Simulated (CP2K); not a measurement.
Two runs for the C K edge of fluorocarbonylcyclopropane. Run A: CP2K XAS_TDP, all-electron GAPW, PBEh(45%), aug-cc-pVDZ, TDA, no relativity. Run B differs in one setting.

First lines with a strength over 0.0015. A:

```
                               atom  energy (eV)  states  strength, one atom
          C2 (bonded to C, F and O)       283.86       1              0.0770
                                          288.41       1              0.0421
                                          289.35       1              0.0031
                                          290.34       1              0.0165
                                          290.96       1              0.0024
           C4 (bonded to 3 C and H)       284.92       1              0.0144
                                          285.86       1              0.0055
                                          285.94       1              0.0040
                                          286.06       1              0.0061
                                          286.34       1              0.0399
C5 (bonded to 2 C and 2 H), 2 alike       283.48       1              0.0287
                                          284.61       1              0.0101
                                          285.10       1              0.0129
                                          285.52       1              0.0022
                                          285.74       1              0.0046
```

B:

```
                               atom  energy (eV)  states  strength, one atom
          C2 (bonded to C, F and O)       290.79       1              0.0751
                                          295.34       1              0.0411
                                          296.27       1              0.0030
                                          297.26       1              0.0161
                                          297.89       1              0.0024
           C4 (bonded to 3 C and H)       290.69       1              0.0141
                                          291.63       1              0.0053
                                          291.71       1              0.0039
                                          291.83       1              0.0060
                                          292.11       1              0.0391
C5 (bonded to 2 C and 2 H), 2 alike       289.42       1              0.0281
                                          290.55       1              0.0099
                                          291.04       1              0.0127
                                          291.46       1              0.0021
                                          291.68       1              0.0045
```

**Question.** Which was it: the basis, scalar relativity switched on, the functional, GW2X switched on?

GW2X switched on. GW2X shifts an atom's lines together and keeps their spacings. Against PBEh(45%) in aug-cc-pVDZ, the leading lines move by +6.93 eV (C2, to 290.79), +5.77 eV (C4, to 290.69) and +5.94 eV (C5, to 289.42).

[Banner, clock and machine lines of the logs are left out without a mark of their own.]

[Logs are printed without paths, hosts, clocks, repeated set-up lines and the standing remarks that a program may print on its own settings, such as how far it seeks lower states.]

[Hosts, paths, dates, database ids (printed as entryN), source tags and the programs' standing remarks are cut or masked in the printed files.]
